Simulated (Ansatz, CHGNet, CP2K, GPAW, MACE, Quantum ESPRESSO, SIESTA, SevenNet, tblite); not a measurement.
# Pt(100)/Be(0001) interface (64 atoms): other programs against plane waves

Aim: forces, pressure of Pt(100)/Be(0001) interface (64 atoms) at one geometry, from other programs and methods, against plane-wave PBE.

Results are calculated, not measured.

### Step 1. The structure

The cell holds 64 atoms (24 Pt and 40 Be), with edges of 7.88, 6.13 and 15.50 Å. Recipe: fcc Pt(100), 4 repeat layers, 6 surface cells, strained +0.45 and -1.26 %; hcp Be(0001), 2 layers, 10 cells, -0.45 and +1.29 %; outer planes 2.22 Å apart and 2.02 Å at the second interface of the periodic stack; not relaxed, displaced by a Gaussian of 0.02 Å. Then every atom was moved at random, 0.05 Å r.m.s. a Cartesian component. The density is 11.8 g/cm³.

### Step 2. The reference input

Quantum ESPRESSO 7.5: Kohn-Sham DFT, PBE, SSSP efficiency 1.3.0 pseudopotentials, plane waves. Its input, pw.in:

```
&control
  calculation = 'scf'
  pseudo_dir = './pseudo'
  outdir = './tmp'
  disk_io = 'none'
  tprnfor = .true.
  tstress = .true.
/
&system
  ibrav = 0
  nat = 64
  ntyp = 2
  ecutwfc = 45
  ecutrho = 360
  nosym = .true.
  occupations = 'smearing'
  smearing = 'fd'
  degauss = 0.003675
/
&electrons
  conv_thr = 3.2e-07
  electron_maxstep = 100
  mixing_beta = 0.2
  mixing_mode = 'local-TF'
  diagonalization = 'david'
/
ATOMIC_SPECIES
Pt 195.084 Pt.upf
Be 9.012 Be.upf
CELL_PARAMETERS angstrom
7.88350 0.00000 0.00000
-1.97134 5.80046 0.00000
0.00000 0.00000 15.50256
ATOMIC_POSITIONS crystal
Pt 0.66991 0.67824 0.00058
Pt 0.59012 0.32848 0.12542
Pt 0.67055 0.65972 0.25555
Pt 0.58700 0.34071 0.37278
[... 58 atom lines left out ...]
Be 0.34483 0.48440 0.76004
Be 0.20080 0.30513 0.87138
K_POINTS gamma
```

```console
$ OMP_NUM_THREADS=1 mpirun -np 2 pw.x -in pw.in > output.txt
```

Run time: 2.3 min. Hardware: 2 MPI ranks of Arm Neoverse V1, shared host; peak memory 1.5 GiB.

It converged with an r.m.s. force component of 0.77 eV/Å and a pressure of 4.0 GPa.

### Step 3. What was run beside it

- CHGNet: machine-learned potential, published weights.
- CP2K 2026.2: Gaussian basis with GTH pseudopotentials and a plane-wave density; labels give functional, basis (MOLOPT sets; SR short-range, UZH the newer set with its own potentials), grid cutoff/relative cutoff and solver (OT: orbital transformation; TRS4, TC2, SIGN: linear-scaling purification with its sparsity filter), or its built-in tight binding.
- GPAW 26.7.0: PAW with atomic orbitals (LCAO), plane waves or a real-space grid of spacing h.
- MACE: machine-learned potential, published weights.
- Quantum ESPRESSO 7.5: plane waves; labels (QE) give functional, pseudopotential set and cutoffs of waves/density.
- SevenNet: machine-learned potential, published weights.
- tblite 0.8.0: extended tight binding, driven from Python.

All use the same cell and atoms, and the electronic-structure runs the same k-mesh.

### Step 4. Side by side

Differences are against the reference: forces as r.m.s. over components, share as that over the reference's r.m.s. force, slope as the fitted ratio of a run's forces to the reference's.

```csv
run,"Δ force, r.m.s. (meV/Å)",share (%),slope,Δ pressure (GPa),cores,CPU time,memory (GiB)
reference,-,-,-,-,2,4.5 min,1.5
CHGNet r2SCAN potential,410,53.0,0.574,-4.73,1,3.4 s,1.4
"CP2K PBE, DZVP-UZH, 600/50 Ry, diagonalisation",130,16.8,0.960,-0.333,4,29 min,4.5
"CP2K PBE, SZV-MOLOPT-SR, 600/50 Ry, diagonalisation (coarse)",1438,186,0.900,85.1,2,7.9 min,2.0
"GPAW PBE, LCAO dzp, h 0.2 Å",112,14.5,1.109,-,1,9.2 min,1.1
"GPAW PBE, LCAO dzp, h 0.22 Å (coarse)",112,14.5,1.109,-,1,8 min,0.99
MACE MPA-0 medium potential,355,46.0,0.874,-3.45,1,7.5 s,1.1
"QE PBE, sg15-1.2, 60/240 Ry (coarse)",17.3,2.24,1.009,0.461,4,6 min,1.2
SevenNet l3i5 potential,404,52.3,0.968,4.13,1,9.4 s,1.5
tblite GFN1-xTB,324,41.9,0.797,23.3,1,4.6 s,0.12
```

Rows marked coarse use a setting chosen to be so.

Times of the machine-learned potentials are mostly Python's start and the loading of weights.

CPU time is summed over cores on shared hosts, so it is rough.

### Step 5. Findings

Forces lie from 2.2 % (QE PBE, sg15-1.2, 60/240 Ry, coarse) to 186 % (CP2K PBE, SZV-MOLOPT-SR, 600/50 Ry, diagonalisation, coarse) of the reference's r.m.s. force of 0.77 eV/Å away from it. The PBE runs in local orbitals, coarse settings apart, differ by 14 % (GPAW PBE, LCAO dzp, h 0.2 Å) to 17 % (CP2K PBE, DZVP-UZH, 600/50 Ry, diagonalisation); basis, grid and potentials can all enter. Tight binding differs by 42 % (tblite GFN1-xTB); it is another model, with fitted parameters of its own, and the xTB methods hold dispersion. Machine-learned potentials differ by 46 % (MACE MPA-0 medium potential) to 53 % (CHGNet r2SCAN potential); they were trained on other programs' data, some at another functional.

Runs with settings chosen to be coarse differ by 2.2 % (QE PBE, sg15-1.2, 60/240 Ry) to 186 % (CP2K PBE, SZV-MOLOPT-SR, 600/50 Ry, diagonalisation), their programs' other errors included. GPAW PBE, LCAO dzp, h 0.22 Å stiffens the forces by a factor of 1.11 while following their directions (correlation 0.996); the slopes of the 2 GPAW runs lie between 1.11 and 1.11. From GPAW PBE, LCAO dzp, h 0.22 Å to the finer GPAW PBE, LCAO dzp, h 0.2 Å the share goes from 14.5 to 14.5 %, so the grid isn't what parts these runs from the reference. Pressures at PBE, coarse settings apart, lie -0.33 GPa from the reference's. A pressure off by over 25 GPa (CP2K PBE, SZV-MOLOPT-SR, 600/50 Ry, diagonalisation) is no usable stress for this cell.

Caveats: Periodic xTB results under one method name differ between programs and library versions. The potentials hold different valence shells: 544 electrons in the reference, 512 in CP2K with DZVP-UZH, 592 in CP2K with SZV-MOLOPT-SR, 464 in GPAW and 592 in Quantum ESPRESSO with SG15; this bears on time and differences. The reference's pressure holds the uncorrected Pulay stress of its 45 Ry basis, so small pressure differences, may be the reference's own error. Machine-learned potentials mimic data converged in k, so the reference's own k-point error enters their differences. The cell is under 6 Å thick along one periodic direction, so every atom has periodic images of itself close by, which move with it. The reference's stress is far from hydrostatic: its diagonal is 15.2, -0.5, -2.6 GPa, compression counted positive. The host structure and its lattice constant were typed by rule, without a check against the phase diagram. The electronic-structure runs sample only Γ, in a cell whose shortest periodic width is 6 Å, which is coarse for a cell with partly filled levels. Spin–orbit coupling is left out, which matters for the levels of the heavy elements. The reference's pressure of 4.0 GPa reflects the volume that the recipe set, positions that aren't this level's minimum and the coarse k-sampling. Where levels are smeared, the DFT runs use Fermi–Dirac occupations at 580 K (0.05 eV), and energies are free energies. The atoms were displaced at random, and shares hang on the size of the forces that this gives. The reference's cutoffs and mesh weren't converged further here.

[Long decimals in the printed logs are rounded to 6 places.]

[Logs are printed without paths, hosts, clocks, repeated set-up lines and the standing remarks that a program may print on its own settings, such as how far it seeks lower states.]

[Hosts, paths, dates, database ids (printed as entryN), source tags and the programs' standing remarks are cut or masked in the printed files.]

[Only finished runs are shown, without SIESTA runs on faulty potentials for Cu, Fe, Ni or Zn; cells were taken only where this reference lay near another plane-wave run.]
